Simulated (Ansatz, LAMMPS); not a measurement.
# Squeezing and shearing glassy 63SiO2-14B2O3-11Na2O-11CaO (mol %) (111 atoms), part 3 of 5

Aim: relax glassy 63SiO2-14B2O3-11Na2O-11CaO (mol %) (111 atoms), then change its volume and shape to read moduli from the stress.

Ansatz 0.2.0; Kohn-Sham DFT, PBEsol, PAW (set soft_2), plane waves.

The cell: 22 Si, 10 B, 8 Na, 4 Ca and 67 O. The quench rate of 10 K/ps far exceeds what a furnace or splat quench reaches. The starting topology of bonds comes from the classical model. Sampling is at Γ alone.

So far. Step 2 (Single point at the start): The r.m.s. force at the start is 1.1 eV/Å. Step 3 (Cell and atoms relaxed): The relaxation converged after 41 steps, with a largest force component of 0.016 eV/Å.

**4. Single point at the relaxed geometry**

One more single point at the end of the walk gives the fuller output and checks the residual forces.

The input, input.yaml:

```yaml
crystal:
  lattice:
    - [11.36438, 0.49826, 0.44278]
    - [0.49826, 10.77597, 0.10292]
    - [0.44278, 0.10292, 11.24015]
  atoms:
    - { symbol: Si, position: [0.87447, 0.95387, 0.08216] }
    - { symbol: Si, position: [0.67373, 0.07241, 0.67533] }
    - { symbol: Si, position: [0.73661, 0.5615, 0.28367] }
    - { symbol: Si, position: [0.25763, 0.1186, 0.11524] }
    - { symbol: Si, position: [0.38449, 0.74863, 0.47345] }
    - { symbol: Si, position: [0.70337, 0.36278, 0.45469] }
    [... 99 atom lines left out ...]
    - { symbol: O, position: [0.04792, 0.44639, 0.91645] }
    - { symbol: O, position: [0.6538, 0.67712, 0.22453] }
    - { symbol: O, position: [0.48578, 0.248, 0.24941] }
    - { symbol: O, position: [0.02857, 0.00857, 0.54214] }
    - { symbol: O, position: [0.68818, 0.38909, 0.59606] }
    - { symbol: O, position: [0.36189, 0.68689, 0.78228] }
kpoints:
  mp_grid: { grid: [1, 1, 1] }
hamiltonian:
  xc: pbesol
scf:
  occupations: { method: gaussian, width: 0.025 }
output:
  forces: true
  stress: true
  populations: true
  dos:
    method: { smearing: { sigma: 0.15 } }
    de: 0.1
    projected: { site_lists: { B: [B], Ca: [Ca], Na: [Na], O: [O], Si: [Si] } }
  eigenvalues: true
  write_density: true
  write_potential: true
  volumetric_format: npy
  elf: true
```

Started as:

```bash
> ansatz run input.yaml --threads 4 --pin off --max-ram 8192MiB --backend cpu --events-out ev --progress --plain --runs-dir out
```

Output:

```text
[...]
Crystal: 111 atoms, lattice volume = 1371.516 Å³
Basis set: ecut = 420 eV, 26773 PW (Γ), exchange–correlation on 160×150×160 points (8 copies of the dense FFT grid, shifted against one another)
Bands: 427, of which v1, the nominal top of the filled ones, is band 316 counted from 1 (315 counted from 0)
Symmetry: 1 space group operations
[...]
k-points: 1
[...]
SCF iter   1: F=—  HF=-71879.970446 eV  |F-HF|=—  |Δ(HF+E_count)|=         —  Δρ=1.16e-2  dr2=1.50e0  ethr=1.77e-3  ⟨swp⟩=7.0  Hψ=2065  notcnv=0  defer=96
[...]
SCF iter  10: F=-71879.546681 eV  HF=-71879.546681 eV  |F-HF|=3.35e-8  |Δ(HF+E_count)|=   1.83e-7  Δρ=1.58e-6  dr2=3.90e-8  ethr=1.58e-11  ⟨swp⟩=22.0  Hψ=3893  notcnv=0
SCF 1 converged in 10 iterations: F = -71879.546681 eV  dr2 = 3.90e-8
[...]
SCF converged after 10 iterations
Free energy (F): -71879.546681 eV
[...]
Internal energy: -71879.546681 eV  (E = F + TS)
E sigma→0 (E₀):  -71879.546681 eV
Fermi energy:    5.829375 eV
[...]
--- Forces (eV/Å), atoms counted from 1 ---
  atom   1  Si     0.00255920    -0.00742623     0.00214736
  atom   2  Si    -0.00579818    -0.00319272     0.00207421
  atom   3  Si     0.00363809    -0.00366904     0.00081105
  atom   4  Si     0.00307389    -0.00209697    -0.00269380
  atom   5  Si     0.00398038    -0.00292861     0.00413086
  atom   6  Si     0.00166448    -0.00611109     0.00063457
  atom   7  Si    -0.00046311     0.00556170    -0.00084961
  atom   8  Si     0.00314262    -0.00130543    -0.00453955
  atom   9  Si     0.00107193     0.00172331    -0.00246623
  atom  10  Si     0.00297783     0.00218832    -0.00368550
  atom  11  Si     0.00221289     0.00239212     0.00431564
  atom  12  Si    -0.00426864    -0.00269329    -0.00323904
  atom  13  Si    -0.00109613    -0.01531666     0.00230416
  atom  14  Si    -0.00240823     0.00161484     0.00034124
[...]
atom 110  O      0.00470060     0.00140085     0.00045481
  atom 111  O      0.00005792     0.00018873     0.00009639
  max |Σ_I F_I| component: 1.48e-4 eV/Å
--- Stress (GPa, compression-positive) ---
        0.004865       0.006744       0.007472
        0.006744      -0.004350       0.004350
        0.007473       0.004353      -0.001864
  P = ⅓ Tr σ = -0.0004 GPa (-0.004 kbar)
--- Band table (eV) ---
[...]
--- Löwdin populations: 111 sites ---
  site symbol       q [e]
     0     Si      2.3736
     1     Si      2.3018
     2     Si      2.2438
[...]
110      O      6.5268
  spilling = 0.011538 (of n_electrons = 632.000000)
```

The job ended after 13 s (4 threads of Intel Xeon Platinum 8559C (Emerald Rapids), shared host; peak memory 2 GiB; 50 s of CPU time).

Numbers from this run:

* free energy: -71879.5467 eV
* free energy per atom: -647.5635 eV/atom
* SCF cycles: 10
* pressure: -0.0004497 GPa
* r.m.s. force component: 0.00272 eV/Å
* longest force: 0.01553 eV/Å
* Fermi energy: 5.829 eV
* gap (highest filled to lowest empty level): 4.253 eV
* spilling of the projection: 0.01154

Löwdin charges by element and coordination (they lack the spilled electrons, 0.066 e an atom on average):

| element | coordination | atoms | mean charge (e) | spread | least | most |
| --- | --- | --- | --- | --- | --- | --- |
| B | all | 10 | 0.568 | 0.0361 | 0.518 | 0.637 |
| Ca | all | 4 | 1.77 | 0.0159 | 1.75 | 1.79 |
| Na | all | 8 | 0.807 | 0.0192 | 0.783 | 0.844 |
| O | all | 67 | -0.735 | 0.130 | -1.01 | -0.410 |
| Si | all | 22 | 1.70 | 0.0576 | 1.56 | 1.77 |

Density of states as counts of states in windows of 1 eV (from the Fermi level), total and the larger projections:

| from (eV) | to (eV) | total | O p | Si p |
| --- | --- | --- | --- | --- |
| -14 | -13 | 0.0 | 0.0 | 0.0 |
| -13 | -12 | 3.0 | 2.0 | 0.1 |
| -12 | -11 | 13.8 | 9.3 | 0.6 |
| -11 | -10 | 16.8 | 11.5 | 1.0 |
| -10 | -9 | 23.0 | 16.4 | 2.4 |
| -9 | -8 | 38.7 | 28.7 | 5.7 |
| -8 | -7 | 22.1 | 16.3 | 2.0 |
| -7 | -6 | 40.8 | 32.6 | 2.8 |
| -6 | -5 | 58.2 | 50.3 | 2.9 |
| -5 | -4 | 76.2 | 70.2 | 1.9 |
| -4 | -3 | 68.8 | 65.1 | 1.0 |
| -3 | -2 | 40.0 | 38.2 | 0.5 |
| -2 | -1 | 0.6 | 0.6 | 0.0 |
| -1 | 1 | 0.0 | 0.0 | 0.0 |
| 1 | 2 | 0.1 | 0.0 | 0.0 |
| 2 | 3 | 1.9 | 0.0 | 0.0 |
| 3 | 4 | 15.8 | 1.8 | 1.3 |
| 4 | 5 | 29.8 | 2.5 | 4.2 |

Between -26 and -14 eV lie 206 more states.

The levels nearest the highest filled one (over half full), pooled over k-points and spins:

| level less the highest filled one (eV) | occupation |
| --- | --- |
| -0.337 | 2 |
| -0.318 | 2 |
| -0.244 | 2 |
| -0.214 | 2 |
| -0.0635 | 2 |
| 0 | 2 |
| 4.25 | 0 |
| 5.54 | 0 |
| 5.59 | 0 |
| 5.78 | 0 |
| 5.81 | 0 |
| 5.87 | 0 |

ELF in the ab plane at fractional z = 0.533, with atoms of Si and B and Na and O within 0.2 Å of it. It is the smooth field of the valence electrons, not physical close to the nuclei.

Ten even steps from '_' (0.00) to '@' (0.84), each cell a mean:
```
@@@@@@##....==++==::==##%%##==..____--##%%##++::__..====--..==%%
**%%##++..________::##@@%%@@@@**..__::++****++--::==##@@@@**::--
__....____________::##@@++**@@%%--____..::----::--**%%%%@@%%==__
..==++==______..__..++@@@@%%@@##--________::..__::**@@@@@@@@++__
++**++**--__--==--::::++####++--________..::----::--++%%@@%%--__
==**++**--__==##**++--::::----..______..--++****==....::==--____
__::----____==####++----**%%%%**==..__..==##%%##**::____________
....________::==++--::==%%@@@@@@##--____--**####**--__________..
++++==::..____......__--%%@@@@@@%%==______..--==--..________..--
##%%##==::____________::**%%@@@@##--________________________..--
++##**==::::----..______::++**++--____________________________::
::----::==##%%%%**==..______..____________________________....::
==--::::##@@@@@@@@##--..________________::--==--::________::====
==--::::**%%@@@@@@**--::::::..________::++##%%%%++..______..==++
::..____::**%%@@##....**##**==..______--##@@@@@@++..________..::
__________::==++--..++@@@@@@##--______..==##@@##--....::..______
______________..::==##@@@@@@%%==________..::==--....::--..______
----..____________::++##%%%%**::______....__________....______..
====--....__________..::----..________________________________::
--====--::........__________________....__________....________..
..--::__..==++++++--............____....________..::--::..______
++**++..--%%%%%%%%**::..::::::::________________..::----::::--==
%%@@@@**--##@@@@@@##::....::::..______..::::..____::::::..::##@@
**++@@**..==%%@@%%**..........______..++##**==..__......::::##@@
```
Columns run along a (11.4 Å), rows up along b (10.8 Å). Atoms in or near the plane, at fractional coordinates: Si at (0.89, 0.01), Si at (0.36, 0.03), B at (0.73, 0.85), B at (0.30, 0.37), B at (0.10, 0.12), Na at (0.07, 0.79), O at (0.40, 0.89), O at (0.03, 0.01).

Valence density in the ab plane at fractional z = 0.533, with atoms of Si and B and Na and O within 0.2 Å of it. It is the smooth field of the valence electrons, not physical close to the nuclei.

Ten steps, logarithmic in the rise over the least value, from '0' (0 e/Å³) to '9' (12 e/Å³), each cell a mean:
```
67631111223444210012333212232234
33310000013577520002333223455322
11110000013688631001233334576421
25531000013577531000123334566421
49983011112344310000123332333211
48973112222223210000123321111000
13431112222234431000123321000000
11110011111246652100012210000000
23221000001245653100000000000001
34431100000123432000000000000001
33332111000001110000000000000001
22223333210000000000000000000011
22223466421000000000122110000012
11112466542210000001244321000011
10001244433332100001355431000001
00000012334554210001244421110000
00000001124565310001122211110000
11110000012343210011111000000000
22221100000111100011100000000001
23333211000011100111100000000001
23333333211111110000000011111001
34433455432222210000000012222122
67543456542122210000111012222235
88742234432122110001221111221246
```
Columns run along a (11.4 Å), rows up along b (10.8 Å). Atoms in or near the plane, at fractional coordinates: Si at (0.89, 0.01), Si at (0.36, 0.03), B at (0.73, 0.85), B at (0.30, 0.37), B at (0.10, 0.12), Na at (0.07, 0.79), O at (0.40, 0.89), O at (0.03, 0.01).

Filled and empty levels are parted by 4.25 eV (at Γ alone); a semilocal functional tends to put such gaps too low. In a disordered cell it changes from sample to sample, and tail or defect levels can set it. Mean Löwdin charges: B +0.57, Ca +1.77, Na +0.81, O -0.73, Si +1.70 e (they miss 1.2 % of the electrons, so they add up to more than the cell's charge).

**5. Volume -3 %**

The relaxed cell is scaled evenly and the atoms are relaxed again; the stress at the end gives one point of P(V).

Edit input.yaml of step 4 so:

```diff
@@ -2,5 +2,5 @@
   lattice:
-    - [11.36438, 0.49826, 0.44278]
-    - [0.49826, 10.77597, 0.10292]
-    - [0.44278, 0.10292, 11.24015]
+    - [11.24958, 0.49323, 0.43831]
+    - [0.49323, 10.66711, 0.10188]
+    - [0.43831, 0.10188, 11.12661]
   atoms:
@@ -27,12 +27,6 @@
   forces: true
+  eigenvalues: true
   stress: true
-  populations: true
-  dos:
-    method: { smearing: { sigma: 0.15 } }
-    de: 0.1
-    projected: { site_lists: { B: [B], Ca: [Ca], Na: [Na], O: [O], Si: [Si] } }
-  eigenvalues: true
-  write_density: true
-  write_potential: true
-  volumetric_format: npy
-  elf: true
+relax:
+  f_tol: 0.05
+  max_steps: 70
```

Output:

```text
Warning: output.stress: scf.convergence.dr2_threshold = 1e-7 eV (the SCF's general default) is looser than the 1.08e-8 eV advised for a printed stress (1e-10 eV for each atom of the cell: 111, of which 108 are counted). What an SCF threshold leaves in a stress goes as its square root, and in the free energy as the threshold itself, and one threshold admits the most on a small cell: [...]
[...]
Crystal: 111 atoms, lattice volume = 1330.370 Å³
Basis set: ecut = 420 eV, 26023 PW (Γ), exchange–correlation on 160×144×150 points (8 copies of the dense FFT grid, shifted against one another)
Bands: 427, of which v1, the nominal top of the filled ones, is band 316 counted from 1 (315 counted from 0)
Symmetry: 1 space group operations
[...]
k-points: 1
[...]
SCF iter   1: F=—  HF=-71879.317950 eV  |F-HF|=—  |Δ(HF+E_count)|=         —  Δρ=1.17e-2  dr2=1.49e0  ethr=1.77e-3  ⟨swp⟩=7.0  Hψ=2171  notcnv=0  defer=97
[...]
SCF iter   6: F=—  HF=-71878.892621 eV  |F-HF|=—  |Δ(HF+E_count)|=   1.52e-4  Δρ=6.25e-5  dr2=4.75e-5  ethr=4.22e-8  ⟨swp⟩=2.0  Hψ=529  notcnv=0  defer=104
SCF iter   7: F=-71878.892640 eV  HF=-71878.892637 eV  |F-HF|=2.73e-6  |Δ(HF+E_count)|=   1.68e-5  Δρ=2.42e-5  dr2=7.32e-6  ethr=7.52e-9  ⟨swp⟩=16.0  Hψ=2545  notcnv=0
SCF 1 converged in 7 iterations: F = -71878.892640 eV  dr2 = 7.32e-6
[...]
relax step   1: F+E_penalty+E_count = -71878.89264013 eV  Δ(F+E_penalty+E_count) = +0.000e0 eV  max|allowed force component| = 6.618e-1 eV/Å  Δτ_max = 0.0000 Å  (7 SCF iters, dr2 threshold 6.25e-5 eV, accepted)
[...]
relax step   2: F+E_penalty+E_count = -71879.13880389 eV  Δ(F+E_penalty+E_count) = -2.462e-1 eV  max|allowed force component| = 3.417e-1 eV/Å  Δτ_max = 0.0376 Å  (6 SCF iters, dr2 threshold 2.74e-5 eV, accepted)
[...]
relax step   3: F+E_penalty+E_count = -71879.28314361 eV  Δ(F+E_penalty+E_count) = -1.443e-1 eV  max|allowed force component| = 1.951e-1 eV/Å  Δτ_max = 0.0480 Å  (7 SCF iters, dr2 threshold 7.30e-6 eV, accepted)
relax step   4: F+E_penalty+E_count = -71879.02062547 eV  Δ(F+E_penalty+E_count) = +2.625e-1 eV  max|allowed force component| = 9.141e-1 eV/Å  Δτ_max = 0.2000 Å  (8 SCF iters, dr2 threshold 1.01e-5 eV, rejected (line search))
relax step   5: F+E_penalty+E_count = -71879.32298528 eV  Δ(F+E_penalty+E_count) = -3.984e-2 eV  max|allowed force component| = 1.607e-1 eV/Å  Δτ_max = 0.0553 Å  (10 SCF iters, accepted)
relax step   6: F+E_penalty+E_count = -71879.33026904 eV  Δ(F+E_penalty+E_count) = -7.284e-3 eV  max|allowed force component| = 1.300e-1 eV/Å  Δτ_max = 0.1000 Å  (7 SCF iters, dr2 threshold 8.43e-6 eV, accepted)
relax step   7: F+E_penalty+E_count = -71879.33871356 eV  Δ(F+E_penalty+E_count) = -8.445e-3 eV  max|allowed force component| = 5.491e-2 eV/Å  Δτ_max = 0.0328 Å  (5 SCF iters, dr2 threshold 1.10e-5 eV, accepted)
relax step   8: F+E_penalty+E_count = -71879.33398742 eV  Δ(F+E_penalty+E_count) = +4.726e-3 eV  max|allowed force component| = 1.562e-1 eV/Å  Δτ_max = 0.0845 Å  (9 SCF iters, rejected (line search))
relax step   9: F+E_penalty+E_count = -71879.34651826 eV  Δ(F+E_penalty+E_count) = -7.805e-3 eV  max|allowed force component| = 4.642e-2 eV/Å  Δτ_max = 0.0406 Å  (9 SCF iters, accepted)
[...]
relax step  10: F+E_penalty+E_count = -71879.35026782 eV  Δ(F+E_penalty+E_count) = -3.750e-3 eV  max|allowed force component| = 4.850e-2 eV/Å  Δτ_max = 0.0541 Å  (8 SCF iters, accepted)
SCF converged after 8 iterations
Free energy (F): -71879.350268 eV
[...]
Internal energy: -71879.350268 eV  (E = F + TS)
E sigma→0 (E₀):  -71879.350268 eV
Fermi energy:    6.155443 eV
[...]
Σ components = -71879.350268   (vs F -71879.350268, Δ=0.00e0)
--- Forces (eV/Å), atoms counted from 1 ---
  atom   1  Si    -0.03475231     0.01551654     0.04849933
  atom   2  Si     0.01123241    -0.01530313    -0.00368985
  atom   3  Si    -0.00413213     0.02295653    -0.00086559
  atom   4  Si     0.00147810     0.00925263     0.00680309
[...]
atom 111  O     -0.00327348     0.01529344     0.01817237
  max |Σ_I F_I| component: 1.26e-4 eV/Å
--- Stress (GPa, compression-positive) ---
        1.631166       0.026587      -0.060056
        0.026587       1.437068      -0.083197
       -0.060055      -0.083194       1.778217
  P = ⅓ Tr σ = 1.6155 GPa (16.155 kbar)
--- Band table (eV) ---
[...]
--- Relaxed structure (10 steps of the walk, 8 accepted, 0 SCFs on fresh bases) ---
  F+E_penalty+E_count = -71879.35026782 eV   max|allowed force component| = 4.850e-2 eV/Å
  atoms:
    - { symbol: Si, position: [0.874261, 0.952212, 0.082034] }
    - { symbol: Si, position: [0.676153, 0.068262, 0.680289] }
    - { symbol: Si, position: [0.739184, 0.564500, 0.284278] }
    - { symbol: Si, position: [0.252201, 0.118599, 0.118664] }
[...]
- { symbol: O, position: [0.359321, 0.688646, 0.780672] }
```

Wall time 91 s (4 threads); peak memory 2 GiB; 5.7 min of CPU time.

The program notes that the SCF threshold is loose for the stress.

The relaxation converged after 10 steps, 0.458 eV below its start, with a largest force component of 0.049 eV/Å.

Volume -3 %: the energy stands 0.196 eV above that of the reference, at a pressure of 1.62 GPa.

**6. Volume +3 %**

The relaxed cell is scaled to another volume.

input.yaml, the sections that differ from step 5:

```yaml
crystal:
  lattice:
    - [11.47691, 0.50319, 0.44716]
    - [0.50319, 10.88267, 0.10394]
    - [0.44716, 0.10394, 11.35145]
  atoms:
    [... the 111 atom lines of step 5 ...]
# kpoints, hamiltonian, scf, output, relax: as in step 5
```

Output:

```text
[...]
Crystal: 111 atoms, lattice volume = 1412.662 Å³
Basis set: ecut = 420 eV, 27591 PW (Γ), exchange–correlation on 160×150×160 points (8 copies of the dense FFT grid, shifted against one another)
Bands: 427, of which v1, the nominal top of the filled ones, is band 316 counted from 1 (315 counted from 0)
Symmetry: 1 space group operations
[...]
k-points: 1
[...]
SCF iter   1: F=—  HF=-71879.384259 eV  |F-HF|=—  |Δ(HF+E_count)|=         —  Δρ=1.17e-2  dr2=1.57e0  ethr=1.77e-3  ⟨swp⟩=6.0  Hψ=2004  notcnv=0  defer=102
[...]
SCF iter   6: F=—  HF=-71878.946192 eV  |F-HF|=—  |Δ(HF+E_count)|=   1.86e-4  Δρ=6.59e-5  dr2=6.09e-5  ethr=6.03e-8  ⟨swp⟩=2.0  Hψ=628  notcnv=0  defer=103
SCF iter   7: F=-71878.946219 eV  HF=-71878.946216 eV  |F-HF|=3.89e-6  |Δ(HF+E_count)|=   2.35e-5  Δρ=2.55e-5  dr2=9.05e-6  ethr=9.64e-9  ⟨swp⟩=17.0  Hψ=2730  notcnv=0
SCF 1 converged in 7 iterations: F = -71878.946219 eV  dr2 = 9.05e-6
[...]
relax step   1: F+E_penalty+E_count = -71878.94621948 eV  Δ(F+E_penalty+E_count) = +0.000e0 eV  max|allowed force component| = 5.898e-1 eV/Å  Δτ_max = 0.0000 Å  (7 SCF iters, dr2 threshold 6.25e-5 eV, accepted)
[...]
relax step   2: F+E_penalty+E_count = -71879.17132372 eV  Δ(F+E_penalty+E_count) = -2.251e-1 eV  max|allowed force component| = 3.186e-1 eV/Å  Δτ_max = 0.0420 Å  (6 SCF iters, dr2 threshold 2.17e-5 eV, accepted)
[...]
relax step   3: F+E_penalty+E_count = -71879.29099811 eV  Δ(F+E_penalty+E_count) = -1.197e-1 eV  max|allowed force component| = 3.128e-1 eV/Å  Δτ_max = 0.0458 Å  (7 SCF iters, dr2 threshold 6.35e-6 eV, accepted)
relax step   4: F+E_penalty+E_count = -71879.05933671 eV  Δ(F+E_penalty+E_count) = +2.317e-1 eV  max|allowed force component| = 8.676e-1 eV/Å  Δτ_max = 0.2000 Å  (7 SCF iters, dr2 threshold 2.85e-5 eV, rejected (line search))
relax step   5: F+E_penalty+E_count = -71879.33712919 eV  Δ(F+E_penalty+E_count) = -4.613e-2 eV  max|allowed force component| = 8.450e-2 eV/Å  Δτ_max = 0.0802 Å  (10 SCF iters, accepted)
relax step   6: F+E_penalty+E_count = -71879.34077467 eV  Δ(F+E_penalty+E_count) = -3.645e-3 eV  max|allowed force component| = 5.738e-2 eV/Å  Δτ_max = 0.0147 Å  (7 SCF iters, accepted)
relax step   7: F+E_penalty+E_count = -71879.32565145 eV  Δ(F+E_penalty+E_count) = +1.512e-2 eV  max|allowed force component| = 1.966e-1 eV/Å  Δτ_max = 0.1197 Å  (9 SCF iters, rejected (line search))
relax step   8: F+E_penalty+E_count = -71879.34971453 eV  Δ(F+E_penalty+E_count) = -8.940e-3 eV  max|allowed force component| = 5.067e-2 eV/Å  Δτ_max = 0.0569 Å  (9 SCF iters, accepted)
[...]
relax step   9: F+E_penalty+E_count = -71879.35166501 eV  Δ(F+E_penalty+E_count) = -1.950e-3 eV  max|allowed force component| = 4.340e-2 eV/Å  Δτ_max = 0.0206 Å  (7 SCF iters, accepted)
SCF converged after 7 iterations
Free energy (F): -71879.351665 eV
[...]
Internal energy: -71879.351665 eV  (E = F + TS)
E sigma→0 (E₀):  -71879.351665 eV
Fermi energy:    5.537945 eV
[...]
Σ components = -71879.351665   (vs F -71879.351665, Δ=0.00e0)
--- Forces (eV/Å), atoms counted from 1 ---
  atom   1  Si     0.02370709    -0.04340094     0.00953728
  atom   2  Si     0.00389934     0.01858794     0.00250135
  atom   3  Si     0.00041747     0.02377605    -0.01378142
  atom   4  Si    -0.00505610    -0.02143717     0.01334470
[...]
atom 111  O      0.03226752     0.03250461    -0.02133111
  max |Σ_I F_I| component: 2.08e-4 eV/Å
--- Stress (GPa, compression-positive) ---
       -1.459861       0.012698      -0.034030
        0.012696      -1.347437       0.070566
       -0.034030       0.070569      -1.595158
  P = ⅓ Tr σ = -1.4675 GPa (-14.675 kbar)
--- Band table (eV) ---
[...]
--- Relaxed structure (9 steps of the walk, 7 accepted, 0 SCFs on fresh bases) ---
  F+E_penalty+E_count = -71879.35166501 eV   max|allowed force component| = 4.340e-2 eV/Å
  atoms:
    - { symbol: Si, position: [0.873128, 0.955886, 0.083583] }
    - { symbol: Si, position: [0.672912, 0.074106, 0.673580] }
    - { symbol: Si, position: [0.734529, 0.560559, 0.283878] }
    - { symbol: Si, position: [0.261821, 0.117804, 0.111074] }
[...]
- { symbol: O, position: [0.361643, 0.681898, 0.783686] }
```

The job ended after 1.7 min (4 threads; peak memory 2.1 GiB).

The relaxation converged after 9 steps, 0.405 eV below its start, with a largest force component of 0.043 eV/Å.

Volume +3 %: the energy stands 0.195 eV above that of the reference, at a pressure of -1.47 GPa.

(Continued in part 4 of 5.)

[Long decimals in the printed logs are rounded to 6 places.]

[Logs are printed without paths, hosts, clocks, repeated set-up lines and the standing remarks that a program may print on its own settings, such as how far it seeks lower states.]

[Hosts, paths, dates, database ids (printed as entryN), source tags and the programs' standing remarks are cut or masked in the printed files.]
